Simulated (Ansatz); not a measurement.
# Work function of hcp Zr face by face (PBEsol)

Does the work function of Zr follow how densely a face is packed?

All values are computed: Ansatz 0.2.0, PBEsol, plane waves, scalar-relativistic unless marked; slabs or sheets with vacuum, the vacuum level from the planar mean of the electrostatic potential.

| face | atoms in the slab | top-layer atoms per Å² | work function (eV) |
| --- | --- | --- | --- |
| (100) | 12 | 0.060 | 3.92 |
| (001) | 6 | 0.111 | 4.25 |

The densest face listed is +0.33 eV against the most open one. That fits Smoluchowski's order: on an open face electrons flow from the ridges into the troughs, which leaves a dipole with its positive end outwards and lowers the barrier.

The slabs are 1×1 cuts on the parent's lattice, 12.5 to 14.4 Å between the outer relaxed layers. Two faces can't establish a trend.
